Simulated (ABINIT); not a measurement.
# A GW chain in ABINIT: GaN (F-43m)

Aim: the G0W0 gap of GaN (F-43m) on PBE, step by step.

Program: ABINIT 10.8.3. Level of theory: PBE and many-body steps on it, plane waves. Results are calculated unless marked as measured.

**What was measured.**

- Gap 3.23 eV: absorption onset (direct gap at Gamma) of unexcited film, from imaginary part of dielectric function; spectroscopic ellipsometry (steady-state reference of time-resolved measurement); 300 K; film on 3C-SiC/Si(001) (“Femtosecond pump-probe absorption edge spectroscopy of cubic GaN”, 2022, arxiv:2206.02223).

### 1. Starting point

Symmetry: F-43m, No. 216, cubic system. Conventional cell: a = 4.507 Å, b = 4.507 Å, c = 4.507 Å, α = 90.00°, β = 90.00°, γ = 90.00°. Nearest to Ga lie 4 N at 1.95 Å. N has 4 Ga at 1.95 Å nearest. Farther neighbours and most contacts between anions are not listed.

The cell and positions are those that the Materials Project relaxed with its own functionals (PBE, PBE+U or r2SCAN), kept fixed. This is not the form that GaN usually takes at ambient conditions.

### 2. Ground state

This step: ABINIT 10.8.3; DFT, PBE, plane waves, norm-conserving pseudopotentials.

The ground-state density comes first.

Contents of run.abi:

```
acell 3*1.0 Angstrom
rprim 
  0.000000000000 2.253500607500 2.253500607500
  2.253500607500 0.000000000000 2.253500607500
  2.253500607500 2.253500607500 0.000000000000
ntypat 2
znucl 31 7
natom 2
typat 1 2
xred 
  0.000000000000 0.000000000000 0.000000000000
  0.750000000000 0.750000000000 0.750000000000
pp_dirpath "pseudos"
pseudos "Ga.upf, N.upf"
ecut 45
ngkpt 8 8 8
nshiftk 1
shiftk 0 0 0
kptopt 1
chksymbreak 0
nband 18
occopt 1
tolvrs 1e-10
nstep 60
prtwf 0
optforces 0
optstress 0
indata_prefix "in"
outdata_prefix "out"
tmpdata_prefix "tmp"
```

On the command line:

```bash
OMP_NUM_THREADS=1 mpirun -n 4 abinit run.abi > log
```

Numbers of over 12 decimals in the logs are rounded to 6 here.

The log of the run:

```text
.Version 10.8.3 of ABINIT. v10.8.2 released Aug 2026.

 Symmetries : space group F-4 3 m (#216); Bravais cF (face-center cubic)
================================================================================
 Values of the parameters that define the memory need of the present run
     intxc =       0    ionmov =       0      iscf =       7    lmnmax =       6
     lnmax =       6     mgfft =      40  mpssoang =       3    mqgrid =    3001
     natom =       2  nloc_mem =       1    nspden =       1   nspinor =       1
    nsppol =       1      nsym =      24    n1xccc =    2501    ntypat =       2
    occopt =       1   xclevel =       2
-    mband =          18        mffmem =           1         mkmem =           8
       mpw =        2245          nfft =       64000          nkpt =          29
================================================================================
  Rough estimation (10% accuracy) of disk space for files :
================================================================================

--------------------------------------------------------------------------------
------------- Echo of variables that govern the present computation ------------
--------------------------------------------------------------------------------
 -outvars: echo values of preprocessed input variables --------
            acell      1.8897261259E+00  1.8897261259E+00  1.8897261259E+00 Bohr

      chksymbreak           0
             ecut      4.50000000E+01 Hartree
-          fftalg         312

              ixc     -101130
              kpt      0.00000000E+00  0.00000000E+00  0.00000000E+00
                       1.25000000E-01  0.00000000E+00  0.00000000E+00
                       2.50000000E-01  0.00000000E+00  0.00000000E+00
                       3.75000000E-01  0.00000000E+00  0.00000000E+00
                       5.00000000E-01  0.00000000E+00  0.00000000E+00
                       1.25000000E-01  1.25000000E-01  0.00000000E+00
                       2.50000000E-01  1.25000000E-01  0.00000000E+00
                       3.75000000E-01  1.25000000E-01  0.00000000E+00
                       5.00000000E-01  1.25000000E-01  0.00000000E+00
   [... 18 further rows ...]
                      -3.75000000E-01  5.00000000E-01  1.25000000E-01
                      -2.50000000E-01  5.00000000E-01  2.50000000E-01
         kptrlatt        8    0    0      0    8    0      0    0    8
          kptrlen      4.81794160E+01
P           mkmem           8
            natom           2
            nband          18
            ngfft          40      40      40
             nkpt          29
            nstep          60
             nsym          24
           ntypat           2
              occ      2.000000  2.000000  2.000000  2.000000  2.000000  2.000000
                       2.000000  2.000000  2.000000  2.000000  2.000000  2.000000
                       2.000000  0.000000  0.000000  0.000000  0.000000  0.000000
        optforces           0
        optstress           0
            prtwf           0
            rprim      0.0000000000E+00  2.2535006075E+00  2.2535006075E+00
[...]
spgroup         216

           tolvrs      1.00000000E-10

             xred      0.0000000000E+00  0.0000000000E+00  0.0000000000E+00
[...]
znucl       31.00000    7.00000

================================================================================

 chkinp: Checking input parameters for consistency.

================================================================================
== DATASET  1 ==================================================================
-   mpi_nproc: 4, omp_nthreads: 1 (-1 if OMP is not activated)

--- !DatasetInfo
iteration_state: {dtset: 1, }
dimensions: {natom: 2, nkpt: 29, mband: 18, nsppol: 1, nspinor: 1, nspden: 1, mpw: 2245, }
cutoff_energies: {ecut:  45.0, pawecutdg:  -1.0, }
electrons: {nelect:   2.60000000E+01, charge:   0.00000000E+00, occopt:   1.00000000E+00, tsmear:   1.00000000E-02, }

 Real(R)+Recip(G) space primitive vectors, cartesian coordinates (Bohr,Bohr^-1):
 R(1)=  0.0000000  4.2584990  4.2584990  G(1)= -0.1174123  0.1174123  0.1174123
 R(2)=  4.2584990  0.0000000  4.2584990  G(2)=  0.1174123 -0.1174123  0.1174123
 R(3)=  4.2584990  4.2584990  0.0000000  G(3)=  0.1174123  0.1174123 -0.1174123
 Unit cell volume ucvol=  1.5445417E+02 bohr^3
 Angles (23,13,12)=  6.00000000E+01  6.00000000E+01  6.00000000E+01 degrees

 getcut: wavevector=  0.0000  0.0000  0.0000  ngfft=  40  40  40
         ecut(hartree)=     45.000   => boxcut(ratio)=   2.19947

--- Pseudopotential description ------------------------------------------------
- Ga Generated using ONCVPSP code by D. R. Hamann
- 31.00000  21.00000  171031                  znucl, zion, pspdat
12 -101130 2 -1 1902                          pspcod,pspxc,lmax,lloc,mmax
     nproj     2     2     2
  pspatm : epsatm=   21.85474337
         --- l  ekb(1:nproj) -->
[...]
pspatm: atomic psp has been read  and splines computed

- N Generated using ONCVPSP code by D. R. Hamann
-  7.00000   5.00000  171031                  znucl, zion, pspdat
12 -101130 1 -1 1058                          pspcod,pspxc,lmax,lloc,mmax
     nproj     2     2     0
  pspatm : epsatm=    5.20977870
         --- l  ekb(1:nproj) -->
[...]
1   -4.293905   -1.006988
 pspatm: atomic psp has been read  and splines computed

   7.03677574E+02                                ecore*ucvol(ha*bohr**3)
--------------------------------------------------------------------------------

_setup2: Arith. and geom. avg. npw (full set) are    2226.443    2226.425

================================================================================

--- !BeginCycle
iteration_state: {dtset: 1, }
solver: {iscf: 7, nstep: 60, nline: 4, wfoptalg: 0, }
tolerances: {tolvrs: 1.00E-10, }

     iter   Etot(hartree)      deltaE(h)  residm     vres2
 ETOT  1  -258.01753091192    -2.580E+02 5.649E-01 9.585E+02
 ETOT  2  -258.56781723981    -5.503E-01 1.404E-01 9.659E+02
 ETOT  3  -258.71788889241    -1.501E-01 4.324E-03 1.424E+00
 ETOT  4  -258.71813151589    -2.426E-04 7.054E-04 5.223E-01
 ETOT  5  -258.71822784614    -9.633E-05 3.970E-04 2.144E-02
 ETOT  6  -258.71823016905    -2.323E-06 6.764E-05 1.218E-03
 ETOT  7  -258.71823026511    -9.606E-08 3.682E-05 1.381E-04
 ETOT  8  -258.71823028487    -1.976E-08 6.163E-06 2.349E-06
 ETOT  9  -258.71823028540    -5.248E-10 3.419E-06 1.801E-08
 ETOT 10  -258.71823028540    -4.945E-12 2.695E-06 6.841E-11

 At SCF step   10       vres2   =  6.84E-11 < tolvrs=  1.00E-10 =>converged.

--- !ResultsGS
iteration_state: {dtset: 1, }
comment   : Summary of ground state results
lattice_vectors:
- [  0.0000000,   4.2584990,   4.2584990, ]
- [  4.2584990,   0.0000000,   4.2584990, ]
- [  4.2584990,   4.2584990,   0.0000000, ]
lattice_lengths: [   6.02243,    6.02243,    6.02243, ]
lattice_angles: [ 60.000,  60.000,  60.000, ] # degrees, (23, 13, 12)
lattice_volume:   1.5445417E+02
convergence: {deltae: -4.945E-12, res2:  6.841E-11, residm:  2.695E-06, diffor:  0.000E+00, }
etotal    :  -2.58718230E+02
entropy   :   0.00000000E+00
fermie    :   2.52201327E-01
cartesian_stress_tensor: null
pressure_GPa: null
xred      :
- [  0.0000E+00,   0.0000E+00,   0.0000E+00, Ga]
- [  7.5000E-01,   7.5000E-01,   7.5000E-01,  N]
cartesian_forces: null
force_length_stats: {min: null, max: null, mean: null, }

 Integrated electronic density in atomic spheres:
 ------------------------------------------------
 Atom  Sphere_radius  Integrated_density
    1        2.00000         18.88453299
    2        2.00000          5.24763507
================================================================================

 ----iterations are completed or convergence reached----

 Mean square residual over all n,k,spin=   64.341E-10; max=  26.947E-07
 reduced coordinates (array xred) for    2 atoms
       0.000000000000      0.000000000000      0.000000000000
       0.750000000000      0.750000000000      0.750000000000
 rms dE/dt=  0.0000E+00; max dE/dt=  0.0000E+00; dE/dt below (all hartree)
    1       0.000000000000      0.000000000000      0.000000000000
    2       0.000000000000      0.000000000000      0.000000000000

 cartesian coordinates (angstrom) at end:
    1      0.000000     0.000000     0.000000
    2      3.380251     3.380251     3.380251
 length scales=  1.889726125908  1.889726125908  1.889726125908 bohr
              =  1.000000000000  1.000000000000  1.000000000000 angstroms
 prteigrs : about to open file out_EIG
 Fermi (or HOMO) energy (hartree) =   0.25220   Average Vxc (hartree)=  -0.43124
 Eigenvalues (hartree) for nkpt=  29  k points:
 kpt#   1, nband= 18, wtk=  0.00195, kpt=  0.0000  0.0000  0.0000 (reduced coord)
  -4.97665   -3.16387   -3.16387   -3.16387   -0.33240   -0.24568   -0.24568   -0.24568
  -0.23446   -0.23446    0.25220    0.25220    0.25220    0.31643    0.63289    0.63289
   0.63289    0.89971
 prteigrs : prtvol=0 or 1, do not print more k-points.

--- !EnergyTerms
iteration_state     : {dtset: 1, }
comment             : Components of total free energy in Hartree
kinetic             :  1.27702089422731E+02
hartree             :  1.00372097444634E+02
xc                  : -2.89685342713341E+01
Ewald energy        : -1.35314831293648E+02
psp_core            :  4.55589885953002E+00
local_psp           : -2.66706247527047E+02
non_local_psp       : -6.03587029202698E+01
total_energy        : -2.58718230285404E+02
total_energy_eV     : -7.04008169317278E+03
band_energy         : -3.10080941005515E+01

== END DATASET(S) ==============================================================
================================================================================

 -outvars: echo values of variables after computation  --------
           etotal     -2.5871823029E+02
            nband          18
             nkpt          29
          spgroup         216
 [... the other variables as echoed above ...]

 Calculation completed.
```

It took 15 s on 4 MPI ranks of Arm Neoverse V1, shared host; peak memory 0.29 GiB.

This step gave:

```
total energy               : -7040.0817 eV
gap                        : 1.748 eV
k of the valence top       : 0, 0, 0
k of the conduction bottom : 0, 0, 0
least direct gap           : 1.748 eV
```

The gap is direct, at Γ.

(Continued in part 2 of 3.)

[Paths, hosts, dates, memory and timing lines, banners, echoed tables and standing remarks are left out of the program output.]

[Logs are printed without paths, hosts, clocks, repeated set-up lines and the standing remarks that a program may print on its own settings, such as how far it seeks lower states.]

[Runs of the session that timed out or met a known fault of the program may be left out.]

[No measured gap is set beside runs whose start may be inverted or whose files or cutoffs have a known fault.]

[Hosts, paths, dates, database ids (printed as entryN), source tags and the programs' standing remarks are cut or masked in the printed files.]

[G0W0 gaps are taken among the corrected bands and points alone; a level outside them can change the order at an edge.]

[Where Ansatz stands beside ABINIT at settings called matched, ABINIT's density can come from a denser mesh and the files from another edition; pairs whose starting gaps differed by over 0.03 eV were left out, so agreement reads better than it is.]
